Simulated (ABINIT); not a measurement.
# Quasiparticle gap of GaP (F-43m) in ABINIT

Wanted: ground state, empty states, screening and self-energy for GaP (F-43m).

Calculated with ABINIT 10.8.3; PBE and many-body steps on it, plane waves.

## Step 1: Set-up

The structure is cubic, space group F-43m (No. 216). Conventional cell: a = 5.450 Å, b = 5.450 Å, c = 5.450 Å, α = 90.00°, β = 90.00°, γ = 90.00°. Ga has 4 P at 2.36 Å nearest. P has 4 Ga at 2.36 Å nearest. Farther neighbours, and contacts between anions beyond the nearest, are not listed.

The cell and positions come from the Crystallography Open Database and are kept as given unless a step says otherwise.

## Step 2: Ground state

This step: ABINIT 10.8.3; DFT, PBE with spin-orbit coupling, plane waves, norm-conserving pseudopotentials.

The ground-state density comes first.

Input file run.abi:

```
acell 3*1.0 Angstrom
rprim 
  0.000000000000 2.725250000000 2.725250000000
  2.725250000000 0.000000000000 2.725250000000
  2.725250000000 2.725250000000 0.000000000000
ntypat 2
znucl 31 15
natom 2
typat 1 2
xred 
  0.000000000000 0.000000000000 0.000000000000
  0.250000000000 0.250000000000 0.250000000000
pp_dirpath "pseudos"
pseudos "Ga.upf, P.upf"
ecut 36
nspinor 2
ngkpt 6 6 6
nshiftk 1
shiftk 0 0 0
kptopt 1
chksymbreak 0
nband 28
occopt 1
tolvrs 1e-10
nstep 60
prtwf 0
optforces 0
optstress 0
indata_prefix "in"
outdata_prefix "out"
tmpdata_prefix "tmp"
```

On the command line:

```
$ OMP_NUM_THREADS=1 mpirun -n 4 abinit run.abi > log
```

Output:

```text
.Version 10.8.3 of ABINIT. v10.8.2 released Aug 2026.

 Symmetries : space group F-4 3 m (#216); Bravais cF (face-center cubic)
================================================================================
 Values of the parameters that define the memory need of the present run
     intxc =       0    ionmov =       0      iscf =       7    lmnmax =      14
     lnmax =      14     mgfft =      40  mpssoang =       5    mqgrid =    3001
     natom =       2  nloc_mem =       1    nspden =       1   nspinor =       2
    nsppol =       1      nsym =      24    n1xccc =    2501    ntypat =       2
    occopt =       1   xclevel =       2
-    mband =          28        mffmem =           1         mkmem =           4
       mpw =        2838          nfft =       64000          nkpt =          16
================================================================================
  Rough estimation (10% accuracy) of disk space for files :
================================================================================

--------------------------------------------------------------------------------
------------- Echo of variables that govern the present computation ------------
--------------------------------------------------------------------------------
 -outvars: echo values of preprocessed input variables --------
            acell      1.8897261259E+00  1.8897261259E+00  1.8897261259E+00 Bohr

      chksymbreak           0
             ecut      3.60000000E+01 Hartree
-          fftalg         312

              ixc     -101130
              kpt      0.00000000E+00  0.00000000E+00  0.00000000E+00
                       1.66666667E-01  0.00000000E+00  0.00000000E+00
                       3.33333333E-01  0.00000000E+00  0.00000000E+00
                       5.00000000E-01  0.00000000E+00  0.00000000E+00
                       1.66666667E-01  1.66666667E-01  0.00000000E+00
                       3.33333333E-01  1.66666667E-01  0.00000000E+00
                       5.00000000E-01  1.66666667E-01  0.00000000E+00
                      -3.33333333E-01  1.66666667E-01  0.00000000E+00
                      -1.66666667E-01  1.66666667E-01  0.00000000E+00
   [... 5 further rows ...]
                      -3.33333333E-01  3.33333333E-01  1.66666667E-01
                      -3.33333333E-01  5.00000000E-01  1.66666667E-01
         kptrlatt        6    0    0      0    6    0      0    0    6
          kptrlen      4.36989965E+01
P           mkmem           4
            natom           2
            nband          28
            ngfft          40      40      40
             nkpt          16
          nspinor           2
            nstep          60
             nsym          24
           ntypat           2
              occ      1.000000  1.000000  1.000000  1.000000  1.000000  1.000000
                       1.000000  1.000000  1.000000  1.000000  1.000000  1.000000
                       1.000000  1.000000  1.000000  1.000000  1.000000  1.000000
                       0.000000  0.000000  0.000000  0.000000  0.000000  0.000000
                       0.000000  0.000000  0.000000  0.000000
        optforces           0
        optstress           0
            prtwf           0
            rprim      0.0000000000E+00  2.7252500000E+00  2.7252500000E+00
[...]
spgroup         216

           tolvrs      1.00000000E-10

             xred      0.0000000000E+00  0.0000000000E+00  0.0000000000E+00
[...]
znucl       31.00000   15.00000

================================================================================

 chkinp: Checking input parameters for consistency.

================================================================================
== DATASET  1 ==================================================================
-   mpi_nproc: 4, omp_nthreads: 1 (-1 if OMP is not activated)

--- !DatasetInfo
iteration_state: {dtset: 1, }
dimensions: {natom: 2, nkpt: 16, mband: 28, nsppol: 1, nspinor: 2, nspden: 1, mpw: 2838, }
cutoff_energies: {ecut:  36.0, pawecutdg:  -1.0, }
electrons: {nelect:   1.80000000E+01, charge:   0.00000000E+00, occopt:   1.00000000E+00, tsmear:   1.00000000E-02, }

 Real(R)+Recip(G) space primitive vectors, cartesian coordinates (Bohr,Bohr^-1):
 R(1)=  0.0000000  5.1499761  5.1499761  G(1)= -0.0970878  0.0970878  0.0970878
 R(2)=  5.1499761  0.0000000  5.1499761  G(2)=  0.0970878 -0.0970878  0.0970878
 R(3)=  5.1499761  5.1499761  0.0000000  G(3)=  0.0970878  0.0970878 -0.0970878
 Unit cell volume ucvol=  2.7317795E+02 bohr^3
 Angles (23,13,12)=  6.00000000E+01  6.00000000E+01  6.00000000E+01 degrees

 getcut: wavevector=  0.0000  0.0000  0.0000  ngfft=  40  40  40
         ecut(hartree)=     36.000   => boxcut(ratio)=   2.03340

--- Pseudopotential description ------------------------------------------------
- Ga Generated using ONCVPSP code by D. R. Hamann
- 31.00000  13.00000  180423                  znucl, zion, pspdat
12 -101130 2 -1 1926                          pspcod,pspxc,lmax,lloc,mmax
     nproj     2     3     2     0
     spin-orbit psp
        nprojso     4     3     0
  pspatm : epsatm=   24.69668326
         --- l  ekb(1:nproj) -->
[...]
1    6.514227    1.183917    0.006271
[...]
spin-orbit 1    0.834340   -0.139931    0.048290   -0.000153
  spin-orbit 2    0.012877    0.008543   -0.000167
 pspatm: atomic psp has been read  and splines computed

- P Generated using ONCVPSP code by D. R. Hamann
- 15.00000   5.00000  180423                  znucl, zion, pspdat
12 -101130 2 -1 1298                          pspcod,pspxc,lmax,lloc,mmax
     nproj     2     3     2     0
     spin-orbit psp
        nprojso     3     3     0
  pspatm : epsatm=    8.06211112
         --- l  ekb(1:nproj) -->
[...]
1    3.371810    0.885290    0.000254
             2   -3.154886   -0.827406
  spin-orbit 1    0.099751   -0.022775    0.007813
  spin-orbit 2    0.001367    0.000277   -0.000084
 pspatm: atomic psp has been read  and splines computed

   5.89658299E+02                                ecore*ucvol(ha*bohr**3)
--------------------------------------------------------------------------------

_setup2: Arith. and geom. avg. npw (full set) are    2816.310    2816.284

================================================================================

--- !BeginCycle
iteration_state: {dtset: 1, }
solver: {iscf: 7, nstep: 60, nline: 4, wfoptalg: 0, }
tolerances: {tolvrs: 1.00E-10, }

     iter   Etot(hartree)      deltaE(h)  residm     vres2
 ETOT  1  -82.163050    -8.216E+01 5.400E-01 5.736E+02
 ETOT  2  -83.301231    -1.138E+00 3.579E-02 6.732E+02
 ETOT  3  -83.401210    -9.998E-02 1.901E-02 8.663E+01
 ETOT  4  -83.414951    -1.374E-02 2.995E-03 4.244E+00
 ETOT  5  -83.415640    -6.893E-04 1.393E-03 1.694E-02
 ETOT  6  -83.415643    -2.791E-06 7.457E-04 1.705E-03
 ETOT  7  -83.415643    -1.904E-07 3.724E-04 5.444E-04
 ETOT  8  -83.415644    -9.639E-08 4.480E-04 3.578E-05
 ETOT  9  -83.415644    -6.378E-09 2.852E-04 2.610E-08
 ETOT 10  -83.415644    -5.741E-12 3.592E-04 1.868E-10
 ETOT 11  -83.415644     3.695E-13 2.407E-04 8.852E-12

 At SCF step   11       vres2   =  8.85E-12 < tolvrs=  1.00E-10 =>converged.

--- !ResultsGS
iteration_state: {dtset: 1, }
comment   : Summary of ground state results
lattice_vectors:
- [  0.0000000,   5.1499761,   5.1499761, ]
- [  5.1499761,   0.0000000,   5.1499761, ]
- [  5.1499761,   5.1499761,   0.0000000, ]
lattice_lengths: [   7.28317,    7.28317,    7.28317, ]
lattice_angles: [ 60.000,  60.000,  60.000, ] # degrees, (23, 13, 12)
lattice_volume:   2.7317795E+02
convergence: {deltae:  3.695E-13, res2:  8.852E-12, residm:  2.407E-04, diffor:  0.000E+00, }
etotal    :  -8.34156435E+01
entropy   :   0.00000000E+00
fermie    :   1.61201458E-01
cartesian_stress_tensor: null
pressure_GPa: null
xred      :
- [  0.0000E+00,   0.0000E+00,   0.0000E+00, Ga]
- [  2.5000E-01,   2.5000E-01,   2.5000E-01,  P]
cartesian_forces: null
force_length_stats: {min: null, max: null, mean: null, }

 Integrated electronic density in atomic spheres:
 ------------------------------------------------
 Atom  Sphere_radius  Integrated_density
    1        2.00000         10.82649222
    2        2.00000          2.78937925
================================================================================

 ----iterations are completed or convergence reached----

 Mean square residual over all n,k,spin=   11.485E-07; max=  24.070E-05
 reduced coordinates (array xred) for    2 atoms
       0.000000      0.000000      0.000000
       0.250000      0.250000      0.250000
 rms dE/dt=  0.0000E+00; max dE/dt=  0.0000E+00; dE/dt below (all hartree)
    1       0.000000      0.000000      0.000000
    2       0.000000      0.000000      0.000000

 cartesian coordinates (angstrom) at end:
    1      0.000000     0.000000     0.000000
    2      1.362625     1.362625     1.362625
 length scales=  1.889726  1.889726  1.889726 bohr
              =  1.000000  1.000000  1.000000 angstroms
 prteigrs : about to open file out_EIG
 Fermi (or HOMO) energy (hartree) =   0.16120   Average Vxc (hartree)=  -0.36116
 Eigenvalues (hartree) for nkpt=  16  k points:
 kpt#   1, nband= 28, wtk=  0.00463, kpt=  0.0000  0.0000  0.0000 (reduced coord)
  -0.38394   -0.38394   -0.38394   -0.38394   -0.36853   -0.36853   -0.36613   -0.36613
  -0.36613   -0.36613   -0.29897   -0.29897    0.15811    0.15811    0.16120    0.16120
   0.16120    0.16120    0.22701    0.22701    0.29888    0.29888    0.30503    0.30503
   0.30503    0.30503    0.48397    0.48397
 prteigrs : prtvol=0 or 1, do not print more k-points.

--- !EnergyTerms
iteration_state     : {dtset: 1, }
comment             : Components of total free energy in Hartree
kinetic             :  6.523365E+01
hartree             :  2.611878E+01
xc                  : -2.300761E+01
Ewald energy        : -4.823881E+01
psp_core            :  2.158514E+00
local_psp           : -6.850893E+01
non_local_psp       : -3.717124E+01
total_energy        : -8.341564E+01
total_energy_eV     : -2.269855E+03
band_energy         : -3.957206E+00

== END DATASET(S) ==============================================================
================================================================================

 -outvars: echo values of variables after computation  --------
           etotal     -8.3415643542E+01
            nband          28
             nkpt          16
          spgroup         216
 [... the other variables as echoed above ...]

 Calculation completed.
```

It took 29 s on 4 MPI ranks of Arm Neoverse V2, shared host; peak memory 0.33 GiB; 2 min of CPU time.

Read from the output:

| Item | Value |
| --- | --- |
| total energy | -2269.8553 eV |
| gap | 1.624 eV |
| k of the valence top | 0, 0, 0 |
| k of the conduction bottom | 0.5, 0.5, 0 |
| least direct gap | 1.791 eV |

The gap is indirect, with the least direct gap 0.17 eV higher.

## Step 3: Bands along the symmetry lines

The cheap functional maps the bands first; the places of the edges decide which points the dearer methods must see.

Input file run.abi:

```
acell 3*1.0 Angstrom
rprim 
  0.000000000000 2.725250000000 2.725250000000
  2.725250000000 0.000000000000 2.725250000000
  2.725250000000 2.725250000000 0.000000000000
ntypat 2
znucl 31 15
natom 2
typat 1 2
xred 
  0.000000000000 0.000000000000 0.000000000000
  0.250000000000 0.250000000000 0.250000000000
pp_dirpath "pseudos"
pseudos "Ga.upf, P.upf"
ecut 36
nspinor 2
iscf -2
irdden 1
kptopt 0
nkpt 26
kpt 
  0.00000000 0.00000000 0.00000000
  -0.12500000 -0.12500000 0.00000000
  -0.25000000 -0.25000000 0.00000000
  -0.37500000 -0.37500000 0.00000000
  -0.50000000 -0.50000000 0.00000000
  -0.46875000 -0.46875000 0.06250000
  -0.43750000 -0.43750000 0.12500000
  -0.40625000 -0.40625000 0.18750000
  -0.37500000 -0.37500000 0.25000000
  -0.37500000 0.00000000 0.37500000
  -0.28125000 0.00000000 0.28125000
  -0.18750000 0.00000000 0.18750000
  -0.09375000 0.00000000 0.09375000
  0.00000000 0.00000000 0.00000000
  0.00000000 0.00000000 0.12500000
  0.00000000 0.00000000 0.25000000
  0.00000000 0.00000000 0.37500000
  -0.00000000 -0.00000000 0.50000000
  -0.12500000 -0.06250000 0.43750000
  -0.25000000 -0.12500000 0.37500000
  -0.37500000 -0.18750000 0.31250000
  -0.50000000 -0.25000000 0.25000000
  -0.50000000 -0.31250000 0.18750000
  -0.50000000 -0.37500000 0.12500000
  -0.50000000 -0.43750000 0.06250000
  -0.50000000 -0.50000000 0.00000000
istwfk *1
nband 34
nbdbuf 6
tolwfr 1e-08
nstep 40
prtwf 0
prtvol 0
indata_prefix "in"
outdata_prefix "out"
tmpdata_prefix "tmp"
```

Output:

```text
.Version 10.8.3 of ABINIT. v10.8.2 released Aug 2026.

 Symmetries : space group F-4 3 m (#216); Bravais cF (face-center cubic)
[... echo of the input left out ...]
== DATASET  1 ==================================================================
-   mpi_nproc: 4, omp_nthreads: 1 (-1 if OMP is not activated)

--- !DatasetInfo
iteration_state: {dtset: 1, }
dimensions: {natom: 2, nkpt: 26, mband: 34, nsppol: 1, nspinor: 2, nspden: 1, mpw: 2838, }
cutoff_energies: {ecut:  36.0, pawecutdg:  -1.0, }
electrons: {nelect:   1.80000000E+01, charge:   0.00000000E+00, occopt:   1.00000000E+00, tsmear:   1.00000000E-02, }

 Real(R)+Recip(G) space primitive vectors, cartesian coordinates (Bohr,Bohr^-1):
 R(1)=  0.0000000  5.1499761  5.1499761  G(1)= -0.0970878  0.0970878  0.0970878
 R(2)=  5.1499761  0.0000000  5.1499761  G(2)=  0.0970878 -0.0970878  0.0970878
 R(3)=  5.1499761  5.1499761  0.0000000  G(3)=  0.0970878  0.0970878 -0.0970878
 Unit cell volume ucvol=  2.7317795E+02 bohr^3
 Angles (23,13,12)=  6.00000000E+01  6.00000000E+01  6.00000000E+01 degrees

 getcut: wavevector=  0.0000  0.0000  0.0000  ngfft=  40  40  40
         ecut(hartree)=     36.000   => boxcut(ratio)=   2.03340

--- Pseudopotential description ------------------------------------------------
- Ga Generated using ONCVPSP code by D. R. Hamann
- 31.00000  13.00000  180423                  znucl, zion, pspdat
12 -101130 2 -1 1926                          pspcod,pspxc,lmax,lloc,mmax
     nproj     2     3     2     0
     spin-orbit psp
        nprojso     4     3     0
  pspatm : epsatm=   24.69668326
         --- l  ekb(1:nproj) -->
             0    1.146725    7.033009
             1    6.514227    1.183917    0.006271
             2   -8.376928   -2.819938
  spin-orbit 1    0.834340   -0.139931    0.048290   -0.000153
  spin-orbit 2    0.012877    0.008543   -0.000167
 pspatm: atomic psp has been read  and splines computed

- P Generated using ONCVPSP code by D. R. Hamann
- 15.00000   5.00000  180423                  znucl, zion, pspdat
12 -101130 2 -1 1298                          pspcod,pspxc,lmax,lloc,mmax
     nproj     2     3     2     0
     spin-orbit psp
        nprojso     3     3     0
  pspatm : epsatm=    8.06211112
         --- l  ekb(1:nproj) -->
             0    1.052847    6.598958
             1    3.371810    0.885290    0.000254
[...]
spin-orbit 1    0.099751   -0.022775    0.007813
  spin-orbit 2    0.001367    0.000277   -0.000084
 pspatm: atomic psp has been read  and splines computed

--------------------------------------------------------------------------------

================================================================================
 prteigrs : about to open file out_EIG
 Non-SCF case, kpt    1 (  0.00000  0.00000  0.00000), residuals and eigenvalues=
  4.61E-09  6.74E-09  7.30E-09  9.91E-09  3.52E-09  5.48E-09  3.93E-09  4.93E-09
[...]
Non-SCF case, kpt    2 ( -0.12500 -0.12500  0.00000), residuals and eigenvalues=
[...]
2.71E-04  5.93E-04
[...]
Non-SCF case, kpt    3 ( -0.25000 -0.25000  0.00000), residuals and eigenvalues=
[...]
5.84E-06  2.40E-04
[...]
Non-SCF case, kpt   25 ( -0.50000 -0.43750  0.06250), residuals and eigenvalues=
[...]
Non-SCF case, kpt   26 ( -0.50000 -0.50000  0.00000), residuals and eigenvalues=
[...]
2.2089E-01  2.2089E-01  2.2716E-01  2.2716E-01  5.4697E-01  5.4697E-01
  5.5042E-01  5.5042E-01  5.7129E-01  5.7129E-01  6.1279E-01  6.1279E-01
[...]
--- !ResultsGS
iteration_state: {dtset: 1, }
comment   : Summary of ground state results
lattice_vectors:
- [  0.0000000,   5.1499761,   5.1499761, ]
- [  5.1499761,   0.0000000,   5.1499761, ]
- [  5.1499761,   5.1499761,   0.0000000, ]
lattice_lengths: [   7.28317,    7.28317,    7.28317, ]
lattice_angles: [ 60.000,  60.000,  60.000, ] # degrees, (23, 13, 12)
lattice_volume:   2.7317795E+02
convergence: {deltae:  0.000E+00, res2:  0.000E+00, residm:  9.984E-09, diffor:  0.000E+00, }
etotal    :  -8.34156435E+01
entropy   :   0.00000000E+00
fermie    :   1.61201458E-01
cartesian_stress_tensor: null
pressure_GPa: null
xred      :
- [  0.0000E+00,   0.0000E+00,   0.0000E+00, Ga]
- [  2.5000E-01,   2.5000E-01,   2.5000E-01,  P]
cartesian_forces: null
force_length_stats: {min: null, max: null, mean: null, }

 Integrated electronic density in atomic spheres:
 ------------------------------------------------
 Atom  Sphere_radius  Integrated_density
[...]
================================================================================

 ----iterations are completed or convergence reached----

 Mean square residual over all n,k,spin=   53.488E-10; max=  99.841E-10
 reduced coordinates (array xred) for    2 atoms
       0.000000      0.000000      0.000000
       0.250000      0.250000      0.250000

 cartesian coordinates (angstrom) at end:
    1      0.000000     0.000000     0.000000
    2      1.362625     1.362625     1.362625
 length scales=  1.889726  1.889726  1.889726 bohr
              =  1.000000  1.000000  1.000000 angstroms
 prteigrs : about to open file out_EIG
 Eigenvalues (hartree) for nkpt=  26  k points:
 kpt#   1, nband= 34, wtk=  1.00000, kpt=  0.0000  0.0000  0.0000 (reduced coord)
[...]
kpt#   2, nband= 34, wtk=  1.00000, kpt= -0.1250 -0.1250  0.0000 (reduced coord)
[...]
kpt#   3, nband= 34, wtk=  1.00000, kpt= -0.2500 -0.2500  0.0000 (reduced coord)
[...]
kpt#  25, nband= 34, wtk=  1.00000, kpt= -0.5000 -0.4375  0.0625 (reduced coord)
[...]
0.64527    0.64555
 kpt#  26, nband= 34, wtk=  1.00000, kpt= -0.5000 -0.5000  0.0000 (reduced coord)
[...]
0.06198    0.06198    0.22089    0.22089    0.22716    0.22716    0.54697    0.54697
   0.55042    0.55042    0.57129    0.57129    0.61279    0.61279    0.63399    0.63399
   0.63464    0.63464

== END DATASET(S) ==============================================================
================================================================================

 -outvars: echo values of variables after computation  --------
            nband          34
             nkpt          26
          spgroup         216
 [... the other variables as echoed above ...]

 Calculation completed.
```

Elapsed: 29 s, on 4 MPI ranks; peak memory 0.33 GiB; 1.9 min of CPU time.

Numbers from this step:

```yaml
gap: 1.613 eV
k_of_the_valence_top: 0, 0, 0
k_of_the_conduction_bottom: -0.375, -0.375, 0
least_direct_gap: 1.791 eV
```

The gap is 1.613 eV, −0.011 eV from the run before at this level.

The electronic bands at the labelled points (eV, zero at the top of the highest filled band):

```tsv
point	band 15	band 16	band 17	band 18	band 19	band 20	band 21	band 22
Γ	0.00	0.00	0.00	0.00	1.79	1.79	3.75	3.75
halfway	-1.72	-1.72	-1.70	-1.70	2.15	2.15	3.69	3.69
X	-2.72	-2.72	-2.70	-2.70	1.62	1.62	1.79	1.79
halfway	-3.28	-3.26	-2.60	-2.60	1.82	1.82	2.72	2.73
U	-3.98	-3.95	-2.28	-2.28	2.16	2.16	4.77	4.77
jump to K	-3.98	-3.95	-2.28	-2.28	2.16	2.16	4.77	4.77
halfway	-2.49	-2.46	-0.69	-0.69	3.25	3.26	4.90	4.96
Γ	0.00	0.00	0.00	0.00	1.79	1.79	3.75	3.75
halfway	-0.72	-0.72	-0.66	-0.66	2.12	2.12	4.67	4.67
L	-1.18	-1.18	-1.11	-1.11	1.64	1.64	4.66	4.66
halfway	-3.23	-3.21	-1.97	-1.95	3.42	3.43	4.25	4.29
W	-3.61	-3.60	-3.47	-3.42	4.67	4.67	4.82	4.85
halfway	-3.20	-3.19	-3.13	-3.10	2.72	2.75	2.91	2.92
X	-2.72	-2.72	-2.70	-2.70	1.62	1.62	1.79	1.79
```

[end of part 1 of 2]

[Long decimals in the printed logs are rounded to 6 places.]

[Logs are printed without paths, hosts, clocks, repeated set-up lines and the standing remarks that a program may print on its own settings, such as how far it seeks lower states.]

[Paths, hosts, dates, memory and timing lines, banners, echoed tables and standing remarks are left out of the program output; an Ansatz launch command may be rebuilt from the run's recorded settings. Measured values are a selection of at most five: reports struck by readers or far from the other reports are left out. None is set beside runs whose start may be inverted or whose files or cutoffs have a known fault.]

[Runs of the session that timed out or met a known fault of the program may be left out.]

[Hosts, paths, dates, database ids (printed as entryN), source tags and the programs' standing remarks are cut or masked in the printed files.]

[G0W0 gaps are taken among the corrected bands and points alone; a level outside them can change the order at an edge.]

[Where Ansatz stands beside ABINIT at settings called matched, ABINIT's density can come from a denser mesh and the files from another edition; pairs whose starting gaps differed by over 0.03 eV were left out, so agreement reads better than it is.]
